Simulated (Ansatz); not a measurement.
# KLiF3 (built on the sites of a database entry of KAgF3): from the cell to its phonons, part 2 of 2

Aim: the vibrations of KLiF3 (built on the sites of a database entry of KAgF3), their spectra, and whether the structure is stable.

Ansatz 0.2.0; DFT LDA, scalar-relativistic, plane waves, PAW.

So far. Step 4 (Tight relaxation): The forces vanish by symmetry and the pressure is 0.000 GPa, within the tolerances set. The cell now holds 11.14 Å³/atom. Step 5 (Modes at Γ): Before it was imposed, the acoustic sum rule was missed by 3.4e-5 eV/Å². Small misses are needed for a sound result but don't prove that mesh and cutoff are converged. The lowest optical mode is real, 153 cm⁻¹. The relaxed cell has a, b, c = 5.270, 5.528, 3.823 Å (conventional setting).

The structure was built from a prototype and need not be the compound's stable phase.

## (6) Phonons on a q mesh (continued)

The partial phonon density of states has structure finer than the step of the table below, so its rows give means over 20 cm⁻¹, whole bins alone (the curve runs from -10 to 486 cm⁻¹). Peaks (cm⁻¹: height): F 164.6: 0.0552, 230.1: 0.0816, 445.3: 0.0103; K 142.8: 0.0468; Li 230.1: 0.00519, 379.8: 0.0291, 445.3: 0.0387.

Phonopy on the run's constants, 15x15x15 mesh, Gaussian sigma 3.5 cm-1. Interpolated from a 2×2×2 q mesh, rough between the solved points. Table of partial phonon density of states by wavenumber; means over each step; values in 1/cm⁻¹/cell:

```csv
wavenumber (cm⁻¹),F,K,Li
0,6.0e-5,4.2e-5,8.2e-6
20,8.9e-4,6.0e-4,1.0e-4
40,0.00284,0.00188,3.2e-4
60,0.0057,0.00377,5.8e-4
80,0.0102,0.00675,8.7e-4
100,0.0250,0.0141,0.00117
120,0.0371,0.0224,0.00102
140,0.0416,0.0395,0.00123
160,0.0494,0.0249,0.00147
180,0.0457,0.0194,0.00167
200,0.0430,0.00886,0.00220
220,0.0597,0.00468,0.00350
240,0.0555,0.00219,0.00332
260,0.0224,3.8e-4,0.00246
280,0.0156,3.8e-5,0.00219
300,0.00863,1.8e-5,0.00136
320,0.00276,4.5e-6,6.1e-4
340,3.2e-4,3.5e-7,2.3e-4
360,3.6e-4,8.0e-5,0.0100
380,0.00209,1.8e-4,0.0264
400,0.00374,9.0e-5,0.0210
420,0.00535,6.2e-5,0.0222
440,0.00861,4.5e-5,0.0325
460,0.00356,9.7e-6,0.0135
```

Harmonic thermodynamic functions per atom, from the density of states. Interpolated from a 2×2×2 q mesh, rough between the solved points. Thermodynamic functions, by row:

```csv
T (K),F_vib (meV/atom),S (J/mol-atom/K),C_V (J/mol-atom/K)
0,41.56,0,0
50,41.32,1.782,4.552
100,38.96,7.588,12.55
200,24.94,18.99,19.83
300,0.59,27.59,22.34
400,-31.56,34.18,23.4
500,-69.81,39.46,23.93
600,-113,43.85,24.23
700,-160.5,47.6,24.41
800,-211.6,50.87,24.53
900,-265.8,53.77,24.62
1000,-322.9,56.36,24.68
```

Harmonic mean-square displacement, third of the trace. Interpolated from a 2×2×2 q mesh, rough between the solved points. Mean square displacements, by row:

```csv
T (K),K1 U_eq (Å²),Li2 U_eq (Å²),F3 U_eq (Å²),F4 U_eq (Å²),F5 U_eq (Å²)
0,0.00337,0.00732,0.00534,0.00534,0.00531
100,0.00561,0.00893,0.00783,0.00783,0.00779
300,0.01429,0.01626,0.01855,0.01855,0.01843
600,0.02808,0.0298,0.03605,0.03605,0.03583
```

Symmetry leaves 6 wavevectors to solve. The lowest mode among them, the acoustic zeros apart, lies at q = (0, -0.5, 0) and is real, 95.8 cm⁻¹.

## (7) Isotope substitution, element K, natural mass 39.0983 amu

An isotope changes the mass and not the force constants, so no new electronic calculation is needed; the shifts show which modes move this element.

The same force constants with the mass of K changed from 39.098 to 40.962 u (phonopy, no LO-TO term). Both lists are sorted by frequency; levels can cross, so a row need not hold one and the same mode. Modes under 3 cm⁻¹ are left out. Isotope shifts, by row, the first 40 of 57 rows:

```csv
q,rank,natural mass (cm⁻¹),changed mass (cm⁻¹)
0 0 0,4,153.2,151.8
0 0 0,5,176.3,173.9
0 0 0,6,177.1,176.1
0 0 0,7,180,178.6
0 0 0,8,182.2,182.2
0 0 0,9,206.9,205.8
0 0 0,10,252.7,252.7
0 0 0,11,259.9,259.9
0 0 0,12,269.2,269
0 0 0,13,443.7,443.7
0 0 0,14,447.8,447.8
0 0 0,15,462,461.9
0 0 -0.5,1,103.3,101.7
0 0 -0.5,2,104.5,102.9
0 0 -0.5,3,111.6,111.6
0 0 -0.5,4,122,122
0 0 -0.5,5,153.5,152.9
0 0 -0.5,6,156.5,153.5
0 0 -0.5,7,157.4,156.1
0 0 -0.5,8,189.6,189.6
0 0 -0.5,9,211.4,209.7
0 0 -0.5,10,225.5,225.5
0 0 -0.5,11,237.4,237.4
0 0 -0.5,12,258.3,258.3
0 0 -0.5,13,380.6,380.6
0 0 -0.5,14,442.5,442.5
0 0 -0.5,15,461.4,461.4
0 -0.5 0,1,95.83,95.83
0 -0.5 0,2,98.89,97.46
0 -0.5 0,3,103.7,102.1
0 -0.5 0,4,117.9,117.9
0 -0.5 0,5,158.7,155.4
0 -0.5 0,6,164.6,164.6
0 -0.5 0,7,179.9,178
0 -0.5 0,8,182,180.5
0 -0.5 0,9,185.4,185.4
0 -0.5 0,10,231.6,231.6
0 -0.5 0,11,236.8,236.8
0 -0.5 0,12,263.3,263.3
0 -0.5 0,13,387.1,387.1
```

A mode of this element alone would shift by -2.30 %. The highest zone-centre frequency without the field goes from 462.0 to 461.9 cm⁻¹ (-0.0 %). The product of the frequency ratios over all optical modes at Γ is 0.958; the product rule, (m/m′)^(3k/2) (M′/M)^(3/2) with k = 1 such atoms and M the mass of the cell, gives 0.958.

## (8) Another isotope, element Li, natural mass 6.94 amu

The same for Li, from 6.94 to 6.02 u.

A mode of this element alone would shift by +7.41 %. The highest zone-centre frequency without the field goes from 462.0 to 489.3 cm⁻¹ (+5.9 %). The product of the frequency ratios over all optical modes at Γ is 1.223; the product rule, (m/m′)^(3k/2) (M′/M)^(3/2) with k = 1 such atoms and M the mass of the cell, gives 1.223.

## (9) Summary of results

```json
{
 "space group after relaxation (within 0.01 Å)": "Cmmm",
 "volume per atom": "11.1 Å³",
 "electronic character": "no gap on this mesh",
 "highest optical mode at the zone centre (no LO-TO term)": "462 cm⁻¹",
 "lowest optical zone-centre mode": "153 cm⁻¹",
 "lowest mode on the q mesh (acoustic modes at Γ apart)": "95.8 cm⁻¹",
 "highest frequency on the path or at a solved wavevector": "462 cm⁻¹",
 "zero-point energy per atom": "41.6 meV",
 "heat capacity at 300 K": "22.3 J/(mol atoms K)",
 "vibrational entropy at 300 K": "27.6 J/(mol atoms K)",
 "Debye temperature (second moment)": "462 K",
 "imaginary modes on the 2×2×2 q mesh": "none"
}
```

What this shows: The structure is a minimum as far as tested: no mode is imaginary at the 6 irreducible wavevectors of the 2×2×2 mesh, and the softest away from the acoustic zeros lies at 96 cm⁻¹. The optical modes at Γ span 153 to 462 cm⁻¹. The highest mode in this list at Γ, 462.0 cm⁻¹, is mostly motion of Li (79 % of the kinetic energy). The q mesh stands for a supercell only 7.6 Å across, so branches between the solved wavevectors are rough. With no gap, or one that is small against the smearing, the frequencies hang on the k mesh and the smearing, most of all near Kohn anomalies. The phonon runs are without spin polarisation, although the cell has an odd electron count. The starting cell was built on a prototype and not taken from a measurement, so the phase need not exist. These are harmonic frequencies at zero temperature: anharmonic shifts, linewidths and thermal expansion are left out.

[Logs are printed without paths, hosts, clocks, repeated set-up lines and the standing remarks that a program may print on its own settings, such as how far it seeks lower states.]

[Hosts, paths, dates, database ids (printed as entryN), source tags and the programs' standing remarks are cut or masked in the printed files.]
